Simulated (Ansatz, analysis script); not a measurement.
## FeAuO2: how near to magnetism

Wanted: E(M), the field that holds each moment, and the spin susceptibility of FeAuO2.

Program: Ansatz 0.2.0. Level of theory: LDA with U = 2.25 eV on Fe d, PAW set soft_2 (files made for PBE). Results are calculated unless marked as measured.

**1. The starting structure**

It takes space group R-3m (No. 166, trigonal). The conventional cell has a = 3.046 Å, b = 3.046 Å, c = 18.503 Å, α = 90.00°, β = 90.00°, γ = 120.00°. Nearest to Fe lie 6 O at 2.04 Å. Nearest to Au lie 2 O at 2.05 Å. Nearest to O lie 3 Fe at 2.04 Å and 1 Au at 2.05 Å. Farther neighbours and most contacts between anions are not listed.

The cell comes from the Materials Project, a database of computed structures, and the real compound, where it exists, may take another one.

**2. The collinear state**

First a free collinear run, to see which state the typed moments lead to.

The input, input.yaml:

```yaml
crystal:
  lattice:
    - [1.5231122454, 0.8793692649, 6.1675472623]
    - [-1.5231122454, 0.8793692649, 6.1675472623]
    - [0.0, -1.7587385297, 6.1675472623]
  atoms:
    - { symbol: Fe, position: [0.0, 0.0, 0.0], spin: 4.0 }
    - { symbol: Au, position: [0.5, 0.5, 0.5] }
    - { symbol: O, position: [0.3889755, 0.3889755, 0.3889755] }
    - { symbol: O, position: [0.6110245, 0.6110245, 0.6110245] }
magnetization:
  spin_polarized: true
kpoints:
  mp_grid: { grid: [6, 6, 6] }
hamiltonian:
  xc: lda
  hubbard: { sites: [{ species: Fe, l: d, u_eff: 2.25 }] }
scf:
  occupations: { method: fermi_dirac, width: 0.05 }
  max_iter: 120
  convergence: { dr2_threshold: 1.0e-08 }
```

On the command line:

```
> ansatz run input.yaml --threads 1 --pin off --max-ram 2048MiB --backend cpu --events-out ev --progress --plain --runs-dir out
```

Numbers of over 12 decimals in the logs are rounded to 6 here.

What it wrote:

```text
basis.fft_grid_basis auto: the FFT boxes are laid along the combinations [[1, 0, -1], [0, 1, -1], [0, 0, 1]] of the cell's own vectors, 3.046, 3.046 and 6.413 Å long. The dense box has 24×24×45 points. Along the cell's own vectors, as sized, it would have 45×45×45, 3.52 times as many. Of the 12 symmetry operations that the crystal satisfies within crystal.symmetry.tolerance (time reversal apart; of a slab, those that [...]
Fe: projections on atomic orbitals take those of the free atom [Ne] 3s2 3p6 3d6 4s2, of charge +0.00 (hamiltonian.pseudopotentials.projection_atoms); the dataset's partial waves leave at most 1.1e-6 of an orbital's norm unspanned inside its sphere
Au: projections on atomic orbitals take those of the free atom [Kr 4d10 4f14] 5s2 5p6 5d10 6s1, of charge +0.00 (hamiltonian.pseudopotentials.projection_atoms); the dataset's partial waves leave at most 9.9e-5 of an orbital's norm unspanned inside its sphere
O: projections on atomic orbitals take those of the free atom [He] 2s2 2p4, of charge +0.00 (hamiltonian.pseudopotentials.projection_atoms); the dataset's partial waves leave at most 1.9e-8 of an orbital's norm unspanned inside its sphere
Engine: ansatz 0.2.0, aarch64-unknown-linux-gnu
Pseudopotentials: kind: paw
Pseudopotential: Fe, paw, valence charge 16, recommended cutoff 420 eV (normal), Fe.paw.azcp
Pseudopotential: Au, paw, valence charge 19, recommended cutoff 420 eV (normal), Au.paw.azcp
Pseudopotential: O, paw, valence charge 6, recommended cutoff 420 eV (normal), O.paw.azcp
Functional definition: SPW92
  exchange = slater_x
  correlation = pw_c
Crystal: 4 atoms, lattice volume = 49.564 Å³
Basis set: ecut = 420 eV, 951 PW (Γ), FFT grids on a1−a3, a2−a3, a3
Bands: 31, of which v1, the nominal top of the filled ones, is band 24 counted from 1 (23 counted from 0)
Symmetry: 12 space group operations
Space group: R-3m (ITA 166), of the structure as read, at distance tolerance 3.7e-5 Å
Magnetic group: BNS 166.97 (UNI 1327), of the structure as read, at distance tolerance 3.7e-5 Å
k-points: 32 of 216
Non-local potential: Fe, projectors of the file, l = 0: 3, l = 1: 2, l = 2: 3, l = 3: 1
Non-local potential: Au, projectors of the file, l = 0: 3, l = 1: 2, l = 2: 2, l = 3: 1
Non-local potential: O, projectors of the file, l = 0: 2, l = 1: 2, l = 2: 1
PAW form: soft (Blöchl's): semilocal exchange-correlation on the pseudo side does not see the compensation charge
PAW frozen core: Fe, regenerated for the run's functional, and the local potential with it (the file was generated under x = pbe(κ = 0.804, μ = 0.219515), c = pbe(β = 0.066725))
PAW frozen core: Au, regenerated for the run's functional, and the local potential with it (the file was generated under x = pbe(κ = 0.804, μ = 0.219515), c = pbe(β = 0.066725))
PAW frozen core: O, regenerated for the run's functional, and the local potential with it (the file was generated under x = pbe(κ = 0.804, μ = 0.219515), c = pbe(β = 0.066725))
PAW one-centre angular grid: Fe, 590 points (default); XC on 64 Gauss nodes
PAW one-centre angular grid: Au, 590 points (default); XC on 64 Gauss nodes
PAW one-centre angular grid: O, 110 points (default); XC on 64 Gauss nodes
Initial density: superposition of atomic densities (chi_scale 0.1, normalization cell, long waves kept (reshape's long-wave potential 0.60 eV rms))
Starting moments: Σ|m| = 4 μB on 1 of 4 sites
Initial wavefunctions: pseudopotential atomic-orbital guess
Functional: x = slater, c = lda
SCF iter   1: F=—  HF=-18422.587144 eV  |F-HF|=—  |Δ(HF+E_count)|=         —  Δρ=5.26e-1 (↑1.86e-1 ↓5.26e-1)  dr2=4.62e2  dr2_m=2.05e1  M=0.051 μB ∫|m|=0.299 μB  β_m=0.30  ethr=3.10e-3  ⟨swp⟩=5.3  Hψ=7325  notcnv=0
preconditioner: auto → none  [insulator: Δε(μ)=0.128 eV  Ē_g=13.253 eV  σ=0.050 eV  W_gap=0.57  n_scr=16 (ndim 8)  ℏωp=29.4 eV  f_vac=0.000  D(μ)=3.50/eV (n_scr^D=36)  ε∞_Penn≈5.9]
SCF iter   2: F=—  HF=-18588.315750 eV  |F-HF|=—  |Δ(HF+E_count)|=    1.66e2  Δρ=6.25e-1 (↑6.25e-1 ↓3.43e-1)  dr2=1.11e3  dr2_m=1.15e1  M=0.161 μB ∫|m|=0.182 μB  β_m=0.30  ethr=3.10e-3  ⟨swp⟩=13.0  Hψ=14749  notcnv=0  defer=93
preconditioner: auto → Kerker (q_TF=auto, 2.704 Å⁻¹)  [metal: Δε(μ)=0.045 eV  Ē_g=22.034 eV  σ=0.050 eV  W_gap=0.21  n_scr=16 (ndim 8)  ℏωp=30.8 eV  f_vac=0.001  D(μ)=2.76/eV (n_scr^D=30)]
spin=Collinear: Kerker preconditioning applied to the charge; magnetization (m = ρ↑ − ρ↓) channel mixes plain (no charge-response kernel on spin).
SCF iter   3: F=—  HF=-18406.550987 eV  |F-HF|=—  |Δ(HF+E_count)|=    1.82e2  Δρ=2.32e-1 (↑1.97e-1 ↓2.32e-1)  dr2=1.50e2  dr2_m=4.71e-1  M=2.689 μB ∫|m|=2.770 μB  β_m=1.00  ethr=3.10e-3  ⟨swp⟩=7.4  Hψ=11126  notcnv=0  defer=98
SCF iter   4: F=—  HF=-18392.088089 eV  |F-HF|=—  |Δ(HF+E_count)|=    1.45e1  Δρ=8.31e-2 (↑4.78e-2 ↓8.31e-2)  dr2=8.21e0  dr2_m=9.64e-1  M=3.129 μB ∫|m|=3.139 μB  β_m=1.00  ethr=3.10e-3  ⟨swp⟩=5.8  Hψ=5871  notcnv=0  defer=115
SCF iter   5: F=—  HF=-18391.320612 eV  |F-HF|=—  |Δ(HF+E_count)|=   7.67e-1  Δρ=4.10e-2 (↑2.92e-2 ↓4.10e-2)  dr2=2.99e0  dr2_m=1.15e-1  M=3.438 μB ∫|m|=3.438 μB  β_m=1.00  ethr=3.10e-3  ⟨swp⟩=4.7  Hψ=3660  notcnv=0  defer=75
SCF iter   6: F=—  HF=-18391.085504 eV  |F-HF|=—  |Δ(HF+E_count)|=   2.35e-1  Δρ=3.12e-2 (↑2.66e-2 ↓3.12e-2)  dr2=1.71e-1  dr2_m=3.15e-1  M=4.038 μB ∫|m|=4.038 μB  β_m=1.00  ethr=3.10e-3  ⟨swp⟩=3.9  Hψ=3553  notcnv=0  defer=83
SCF iter   7: F=—  HF=-18391.293195 eV  |F-HF|=—  |Δ(HF+E_count)|=   2.08e-1  Δρ=3.27e-2 (↑1.97e-2 ↓3.27e-2)  dr2=4.02e-1  dr2_m=2.15e-1  M=4.528 μB ∫|m|=4.528 μB  β_m=1.00  ethr=3.63e-4  ⟨swp⟩=2.4  Hψ=2852  notcnv=0  defer=96
SCF iter   8: F=—  HF=-18391.476588 eV  |F-HF|=—  |Δ(HF+E_count)|=   1.83e-1  Δρ=1.11e-2 (↑8.78e-3 ↓1.11e-2)  dr2=2.99e-1  dr2_m=1.95e-3  M=4.517 μB ∫|m|=4.518 μB  β_m=0.30  ethr=3.63e-4  ⟨swp⟩=3.8  Hψ=3717  notcnv=0  defer=97
SCF iter   9: F=—  HF=-18391.724457 eV  |F-HF|=—  |Δ(HF+E_count)|=   2.48e-1  Δρ=1.12e-2 (↑1.12e-2 ↓9.16e-3)  dr2=3.28e-1  dr2_m=7.88e-3  M=4.529 μB ∫|m|=4.530 μB  β_m=0.30  ethr=3.63e-4  ⟨swp⟩=4.3  Hψ=4018  notcnv=0  defer=98
Mixer restart at iter 9: flushing history
spin-set hold released at iteration 9 (site moments contracting): the magnetisation degrees of freedom join the quasi-Newton model from the next iteration; the mixer history was flushed
SCF iter  10: F=—  HF=-18391.852537 eV  |F-HF|=—  |Δ(HF+E_count)|=   1.28e-1  Δρ=1.87e-2 (↑9.15e-3 ↓1.87e-2)  dr2=1.25e-1  dr2_m=6.76e-2  M=4.809 μB ∫|m|=4.809 μB  β_m=0.65  ethr=3.63e-4  ⟨swp⟩=2.5  Hψ=2552  notcnv=0  defer=99
SCF iter  11: F=—  HF=-18391.999561 eV  |F-HF|=—  |Δ(HF+E_count)|=   1.47e-1  Δρ=8.57e-3 (↑8.57e-3 ↓6.71e-3)  dr2=2.44e-2  dr2_m=1.52e-2  M=4.811 μB ∫|m|=4.811 μB  β_m=0.80  ethr=2.66e-4  ⟨swp⟩=2.6  Hψ=3957  notcnv=0  defer=99
SCF iter  12: F=—  HF=-18392.050740 eV  |F-HF|=—  |Δ(HF+E_count)|=   5.12e-2  Δρ=1.36e-2 (↑5.97e-3 ↓1.36e-2)  dr2=1.67e-1  dr2_m=1.14e-2  M=4.929 μB ∫|m|=4.929 μB  β_m=0.68  ethr=5.20e-5  ⟨swp⟩=2.8  Hψ=4176  notcnv=0  defer=99
SCF iter  13: F=—  HF=-18392.032858 eV  |F-HF|=—  |Δ(HF+E_count)|=   1.79e-2  Δρ=3.78e-3 (↑1.59e-3 ↓3.78e-3)  dr2=1.85e-2  dr2_m=8.75e-4  M=4.911 μB ∫|m|=4.912 μB  β_m=0.64  ethr=5.20e-5  ⟨swp⟩=2.2  Hψ=3690  notcnv=0  defer=99
SCF iter  14: F=—  HF=-18392.031111 eV  |F-HF|=—  |Δ(HF+E_count)|=   1.75e-3  Δρ=9.60e-4 (↑6.65e-4 ↓9.60e-4)  dr2=1.66e-3  dr2_m=1.53e-4  M=4.899 μB ∫|m|=4.900 μB  β_m=0.74  ethr=3.93e-5  ⟨swp⟩=1.5  Hψ=2233  notcnv=0  defer=98
SCF iter  15: F=—  HF=-18392.031037 eV  |F-HF|=—  |Δ(HF+E_count)|=   7.46e-5  Δρ=3.06e-4 (↑1.33e-4 ↓3.06e-4)  dr2=6.47e-5  dr2_m=1.32e-5  M=4.894 μB ∫|m|=4.895 μB  β_m=0.85  ethr=3.52e-6  ⟨swp⟩=1.0  Hψ=1913  notcnv=0  defer=98
SCF iter  16: F=—  HF=-18392.031028 eV  |F-HF|=—  |Δ(HF+E_count)|=   8.77e-6  Δρ=1.26e-4 (↑6.83e-5 ↓1.26e-4)  dr2=2.77e-5  dr2_m=9.95e-7  M=4.895 μB ∫|m|=4.896 μB  β_m=0.93  ethr=1.38e-7  ⟨swp⟩=2.1  Hψ=2707  notcnv=0  defer=98
SCF iter  17: F=—  HF=-18392.031030 eV  |F-HF|=—  |Δ(HF+E_count)|=   2.00e-6  Δρ=1.76e-4 (↑6.11e-5 ↓1.76e-4)  dr2=3.89e-5  dr2_m=2.08e-6  M=4.895 μB ∫|m|=4.896 μB  β_m=0.85  ethr=5.89e-8  ⟨swp⟩=1.0  Hψ=1887  notcnv=0  defer=98
SCF iter  18: F=—  HF=-18392.031026 eV  |F-HF|=—  |Δ(HF+E_count)|=   3.47e-6  Δρ=3.79e-5 (↑1.41e-5 ↓3.79e-5)  dr2=1.89e-6  dr2_m=1.03e-7  M=4.895 μB ∫|m|=4.895 μB  β_m=0.92  ethr=5.89e-8  ⟨swp⟩=1.0  Hψ=1886  notcnv=0  defer=98
SCF iter  19: F=-18392.031026 eV  HF=-18392.031026 eV  |F-HF|=2.94e-9  |Δ(HF+E_count)|=   1.56e-7  Δρ=2.73e-6 (↑2.15e-6 ↓2.73e-6)  dr2=8.95e-9  dr2_m=7.76e-10  M=4.894 μB ∫|m|=4.895 μB  ethr=2.13e-11  ⟨swp⟩=2.0  Hψ=5584  notcnv=0
SCF 1 converged in 19 iterations: F = -18392.031026 eV  dr2 = 8.95e-9
  greatest PAW one-centre occupation: 1.004 electrons in one spin orbital (limit 2), on the Fe atom at site 0 (counted from 0), in its partial waves of l = 1
SCF converged after 19 iterations
Magnetization: 4.8943 μB (25.9472 up, 21.0528 down)
Absolute magnetization: 4.8948 μB (∫|ρ↑−ρ↓|, with the PAW one-centre terms)
Spin contamination: 0.0274 ħ² per cell (⟨S²⟩ above its minimum at these occupations)
Per-site moments (μB) at R_I (Å): [(3.795631, 0.840639), (0.070895, 0.847377), (0.298793, 0.840639), (0.298793, 0.840639)]
Free energy (F): -18392.031026 eV
Harris-Foulkes:  -18392.031026 eV  (|F-HF|=2.94e-9)
Internal energy: -18392.022361 eV  (E = F + TS)
E sigma→0 (E₀):  -18392.026694 eV
Entropy (-TS):   -0.008665 eV (-2.166 meV/atom)
Fermi energy:    12.814689 eV
--- Per-component energies (eV) ---
  E_band       = -640.292705
  E_kinetic    = 1285.387381
  E_local      = -5291.697525  (includes V_loc(G=0)·N_el)
  E_nonlocal   = 412.313383
  E_hartree    = 2150.688977
  E_xc         = -482.901880
  E_vxc        = -605.318350  (∫ρ·V_xc dr)
  E_hubbard    = 0.870521  (on-site DFT+U / exact-exchange correction)
  E_vhub       = -4.945785  (the Hubbard potential's part of the band-sum identity)
  E_paw        = -11023.320395  (= ΣΔE_a)
  E_vpaw       = -737.418754  (= ΣTr[D̂ρ^β])
  E_aug_tail   = 0.006739  (compensation charges beyond the density's cutoff)
  E_ewald      = -5444.487659
  E_core_change = 1.118096  (= ΣΔE_core)
  E_smearing   = -0.008665  (= −TS)
  E_closure    = -0.000000  (closes the sum)
  Σ components = -18392.031026   (vs F -18392.031026, Δ=0.00e0)
Occupation matrices written to <dir>
```

It took 24 s on 1 thread of Arm Neoverse N1, shared host; peak memory 0.39 GiB.

Spin moment in the atom's sphere by atom:

```
atom  spin moment in the atom's sphere (μB)
 Fe1                                   3.80
 Au2                                   0.07
  O3                                   0.30
  O4                                   0.30
```

Tables count atoms from 1; parts of the log count from 0.

The run ends ferromagnetic, with a net moment of 4.89 μB a cell. With one Fe atom carrying the moment, parallel order of its images is forced by the cell, not found.

**3. The non-magnetic reference**

The state without spin is the zero of E(M).

input.yaml, the sections that differ from step 2:

```yaml
crystal:
  lattice:
    - [1.5231122454, 0.8793692649, 6.1675472623]
    - [-1.5231122454, 0.8793692649, 6.1675472623]
    - [0.0, -1.7587385297, 6.1675472623]
  atoms:
    - { symbol: Fe, position: [0.0, 0.0, 0.0] }
    - { symbol: Au, position: [0.5, 0.5, 0.5] }
    - { symbol: O, position: [0.3889755, 0.3889755, 0.3889755] }
    - { symbol: O, position: [0.6110245, 0.6110245, 0.6110245] }
basis:
  ecutwfc: 420.0
output:
  eigenvalues: true
# kpoints, hamiltonian, scf: as in step 2
# magnetization: removed
```

What it wrote:

```text
[...]
Crystal: 4 atoms, lattice volume = 49.564 Å³
Basis set: ecut = 420 eV, 951 PW (Γ), FFT grids on a1−a3, a2−a3, a3
Bands: 29, of which v1, the nominal top of the filled ones, is band 24 counted from 1 (23 counted from 0)
Symmetry: 12 space group operations
[...]
k-points: 32 of 216
[...]
SCF iter   1: F=—  HF=-18408.757901 eV  |F-HF|=—  |Δ(HF+E_count)|=         —  Δρ=5.95e-1  dr2=3.38e2  ethr=3.10e-3  ⟨swp⟩=5.2  Hψ=3224  notcnv=0
[...]
SCF iter  16: F=-18391.058664 eV  HF=-18391.058664 eV  |F-HF|=3.42e-9  |Δ(HF+E_count)|=   1.37e-8  Δρ=3.13e-6  dr2=5.15e-9  ethr=2.13e-11  ⟨swp⟩=6.4  Hψ=3652  notcnv=0
SCF 1 converged in 16 iterations: F = -18391.058664 eV  dr2 = 5.15e-9
[...]
SCF converged after 16 iterations
Free energy (F): -18391.058664 eV
[...]
Internal energy: -18391.000107 eV  (E = F + TS)
E sigma→0 (E₀):  -18391.029385 eV
Entropy (-TS):   -0.058556 eV (-14.639 meV/atom)
Fermi energy:    12.003563 eV
[...]
--- Band table (eV; the first three rows and the last of 32) ---
  k-point 0: bands = [... 20 lower, 9.9525, 11.2390, 11.3737, 11.3737, 14.1302, 14.7672, 14.7672, 17.6723, ... 1 higher]
  k-point 1: bands = [... 20 lower, 9.8310, 11.3237, 11.5763, 11.7104, 14.2412, 14.5833, 14.6509, 18.7766, ... 1 higher]
  k-point 2: bands = [... 20 lower, 10.0622, 11.4176, 11.8077, 11.8635, 14.0425, 14.5319, 14.7816, 20.1932, ... 1 higher]
  k-point 31: bands = [... 20 lower, 11.0114, 11.3255, 11.3255, 11.9292, 14.5599, 14.5599, 15.3684, 16.4435, ... 1 higher]
Occupation matrices written to <dir>
```

Run time: 10 s. Hardware: 1 thread; peak memory 0.34 GiB.

The free collinear run lies 972 meV below it.

[end of part 1 of 2]

[Logs and program files are shortened in this print: banners, set-up blocks, solver, clock and traceback lines can be left out without a mark of their own.]

[Logs are printed without paths, hosts, clocks, repeated set-up lines and the standing remarks that a program may print on its own settings, such as how far it seeks lower states.]

[Hosts, paths, dates, database ids (printed as entryN), source tags and the programs' standing remarks are cut or masked in the printed files.]
